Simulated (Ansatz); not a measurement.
## A failed many-body run on Y2Ti2O7 (Fd-3m)

A first try at the G0W0 gap of Y2Ti2O7 (Fd-3m), what the program said, and an input that works.

Program: Ansatz 0.2.0. Level of theory: G0W0 on LDA, plane waves, PAW. Results are calculated unless marked as measured.

**1. The starting structure**

The structure is cubic, space group Fd-3m (No. 227). The conventional cell has a = 10.099 Å, b = 10.099 Å, c = 10.099 Å, α = 90.00°, β = 90.00°, γ = 90.00°. Nearest to Y lie 8 O at 2.19 to 2.48 Å. Ti has 6 O at 1.96 Å nearest. O has 2 Ti at 1.96 Å and 2 Y at 2.48 Å nearest. Nearest to O lie 4 Y at 2.19 Å. Farther neighbours and most contacts between anions are not listed.

As a file:

```cif
data_structure
_symmetry_space_group_name_H-M 'Fd-3m:1'
_symmetry_Int_Tables_number 227
_cell_length_a 10.0986
_cell_length_b 10.0986
_cell_length_c 10.0986
_cell_angle_alpha 90.000
_cell_angle_beta 90.000
_cell_angle_gamma 90.000
_cell_volume 1029.87
loop_
_atom_site_label
_atom_site_type_symbol
_atom_site_symmetry_multiplicity
_atom_site_Wyckoff_symbol
_atom_site_fract_x
_atom_site_fract_y
_atom_site_fract_z
_atom_site_occupancy
Y1 Y 16 d 0.12500 0.62500 0.12500 1
Ti1 Ti 16 c 0.12500 0.12500 0.12500 1
O1 O 48 f 0.45455 0.25000 0.25000 1
O2 O 8 b 0.00000 0.00000 0.50000 1
```

Geometry: measured cell, ions relaxed with LDA. The runs that relaxed it are not among those shown. The default PAW set here is soft_2. Its files were made with PBE.

**2. First try**

input.yaml

```yaml
crystal:
  lattice:
    - [0.0, 5.0493, 5.0493]
    - [5.0493, 0.0, 5.0493]
    - [5.0493, 5.0493, 0.0]
  atoms:
    - { symbol: "Y", position: [0.125, 0.125, 0.125] }
    - { symbol: "Y", position: [0.625, 0.125, 0.125] }
    - { symbol: "Y", position: [0.125, 0.125, 0.625] }
    - { symbol: "Y", position: [0.125, 0.625, 0.125] }
    - { symbol: Ti, position: [0.625, 0.625, 0.625] }
    - { symbol: Ti, position: [0.125, 0.625, 0.625] }
    - { symbol: Ti, position: [0.625, 0.625, 0.125] }
    - { symbol: Ti, position: [0.625, 0.125, 0.625] }
    - { symbol: O, position: [0.5454541437, 0.9545458563, 0.9545458563] }
    - { symbol: O, position: [0.7045458563, 0.2954541437, 0.7045458563] }
    - { symbol: O, position: [0.9545458563, 0.5454541437, 0.5454541437] }
    - { symbol: O, position: [0.2954541437, 0.7045458563, 0.2954541437] }
    - { symbol: O, position: [0.9545458563, 0.5454541437, 0.9545458563] }
    - { symbol: O, position: [0.7045458563, 0.7045458563, 0.2954541437] }
    - { symbol: O, position: [0.5454541437, 0.9545458563, 0.5454541437] }
    - { symbol: O, position: [0.2954541437, 0.2954541437, 0.7045458563] }
    - { symbol: O, position: [0.7045458563, 0.2954541437, 0.2954541437] }
    - { symbol: O, position: [0.9545458563, 0.9545458563, 0.5454541437] }
    - { symbol: O, position: [0.2954541437, 0.7045458563, 0.7045458563] }
    - { symbol: O, position: [0.5454541437, 0.5454541437, 0.9545458563] }
    - { symbol: O, position: [0.0, 0.0, 0.0] }
    - { symbol: O, position: [0.25, 0.25, 0.25] }
kpoints:
  mp_grid: { grid: [2, 2, 2] }
hamiltonian:
  xc: lda
scf:
  occupations: { method: fixed }
gw:
  n_empty_bands: 271
  ecut_chi: 60
  qp_bands: [v4, c4]
  qp_kpoints: band_edges
  screening: { model: contour_deformation }
magnetization:
  spin_polarized: true
```

Command:

```sh
$ ansatz run input.yaml --threads 24 --pin off --max-ram 82944MiB --backend cuda --events-out ev --progress --plain --runs-dir out --devices 1 --max-vram 78GiB
```

Numbers of over 12 decimals in the logs are rounded to 6 here.

Output:

```text
Error: gw: with magnetization.spin_polarized: true — the χ₀/Σ pipeline is wired for the unpolarised channel only — the per-channel sum is not implemented; use an unpolarised deck
```

Wall time 0.02 s (24 threads of Arm Neoverse V2, shared host); peak memory 0.018 GiB.

**Diagnosis.**

The input was rejected at the start.

The program's message: “Error: gw: with magnetization.spin_polarized: true — the χ₀/Σ pipeline is wired for the unpolarised channel only — the per-channel sum is not implemented; use an unpolarised deck”

The fault: spin polarisation. The physics allows it, but this program's G0W0 serves unpolarised insulators alone.

**3. A better input**

Now the one-shot GW correction: screening in the RPA, then the self-energy of the levels asked for.

Changes to input.yaml since step 2:

```diff
@@ -35,4 +35,4 @@
 gw:
-  n_empty_bands: 271
-  ecut_chi: 60
+  n_empty_bands: 450
+  ecut_chi: 84
   qp_bands: [v4, c4]
@@ -40,3 +40 @@
   screening: { model: contour_deformation }
-magnetization:
-  spin_polarized: true
```

Output:

```text
GPUs: using 1 of 1 available (devices: 1).
[...]
Crystal: 22 atoms, lattice volume = 257.468 Å³
Basis set: ecut = 420 eV, 5029 PW (Γ)
Bands: 110, of which v1, the nominal top of the filled ones, is band 88 counted from 1 (87 counted from 0)
Symmetry: 48 space group operations
[...]
k-points: 3 of 8
[...]
SCF iter   1: F=—  HF=-32598.058813 eV  |F-HF|=—  |Δ(HF+E_count)|=         —  Δρ=1.78e-2  dr2=7.16e-1  ethr=1.77e-3  ⟨swp⟩=3.3  Hψ=1100  notcnv=0  defer=42
[...]
SCF iter   8: F=-32597.885712 eV  HF=-32597.885712 eV  |F-HF|=7.09e-10  |Δ(HF+E_count)|=   2.27e-7  Δρ=2.77e-6  dr2=1.86e-8  ethr=5.68e-11  ⟨swp⟩=11.0  Hψ=1095  notcnv=0
SCF 1 converged in 8 iterations: F = -32597.885712 eV  dr2 = 1.86e-8
[...]
NSCF: frozen V_eff on 3 k-points
[...]
SCF converged after 8 iterations
[...]
0    85      8.4275   -25.7534     4.9584   -20.6998  0.7230     8.3321     8.3323  root
     0    86      9.2511   -26.5025     4.7642   -21.7525  0.7370     9.2652     9.2652  root
     0    87      9.2511   -26.5025     4.7642   -21.7525  0.7370     9.2652     9.2652  root
     0    88      9.2511   -26.5025     4.7642   -21.7525  0.7370     9.2652     9.2652  root
     0    89     12.0438   -13.4882    -6.9452   -22.3041  0.7287    14.0037    13.9146  root
     0    90     12.0438   -13.4882    -6.9452   -22.3041  0.7287    14.0037    13.9146  root
     0    91     12.2163   -12.8565    -6.4953   -21.0445  0.7294    13.9831    13.9090  root
     0    92     12.2475   -13.3642    -7.3354   -22.5730  0.7187    14.2226    14.1209  root ?
     1    85      8.7887   -25.4648     4.7646   -20.6566  0.7258     8.7451     8.7451  root
[...]
2    89     12.4269   -13.3708    -6.7788   -21.9012  0.7213    14.2655    14.1784  root
     2    90     12.4269   -13.3708    -6.7788   -21.9012  0.7213    14.2655    14.1784  root
     2    91     12.5238   -14.0737    -6.8425   -22.7140  0.7173    14.4136    14.3215  root
     2    92     12.5238   -14.0737    -6.8425   -22.7140  0.7173    14.4136    14.3215  root
```

The job ended after 3.1 s (1 × NVIDIA GB200 (shared by 2 runs) with 24 threads; peak memory 1.6 GiB; 6.6 s of CPU time).

In the SCF lines HF is the Harris–Foulkes energy and dr2 the Hartree energy of the density residual, in eV; the loop may stop once dr2 is under the threshold and the program's other checks hold. Hψ counts applications of the Hamiltonian.

Numbers from this step:

| Quantity | Value |
| --- | --- |
| bands summed | 538 |
| RPA ε∞ on this mesh (eigenvalues) | 6.235, 6.235, 6.235 |
| plane waves in the screening matrix | 459 |
| q-points in the mesh | 8 |
| G0W0 gap on the mesh | 4.644 eV |
| k of the valence top | 0, 0, 0 |
| k of the conduction bottom | 0, 0, 0 |
| starting gap on the mesh | 2.782 eV |
| Z at the valence top | 0.7370 |
| Z at the conduction bottom | 0.7294 |
| least direct G0W0 gap on the computed points | 4.644 eV |

The gap on the mesh goes from 2.78 eV to 4.64 eV, a correction of +1.86 eV, though a band edge has moved to another state.

**4. What came out**

* first try: refused after 0.02 s
* better run: G0W0 gap on the mesh 4.64 eV (2×2×2 mesh, 450 empty bands, screening to 84 eV)

The second run differs in: empty bands, screening cutoff (eV) and spin polarised. Bands and cutoff are finite, so the gap is not at the basis limit. The miss can reach some tenths of an eV and take either sign; the mesh is an error of its own. The 2×2×2 mesh is coarse for this cell (its supercell is 14 Å along the shortest edge). The RPA ε∞ on it, from the LDA start, is 6.24; such meshes misread the long-range screening, most where the gap is narrow. The many-body steps are scalar-relativistic: spin-orbit coupling is not in them.

[Paths, hosts, dates, memory and timing lines, banners, echoed tables and standing remarks are left out of the program output.]

[Logs are printed without paths, hosts, clocks, repeated set-up lines and the standing remarks that a program may print on its own settings, such as how far it seeks lower states.]

[Runs of the session that timed out or met a known fault of the program may be left out.]

[Cells called generated may have been cut or substituted from an entry of the Crystallography Open Database or the Materials Project.]

[Hosts, paths, dates, database ids (printed as entryN), source tags and the programs' standing remarks are cut or masked in the printed files.]
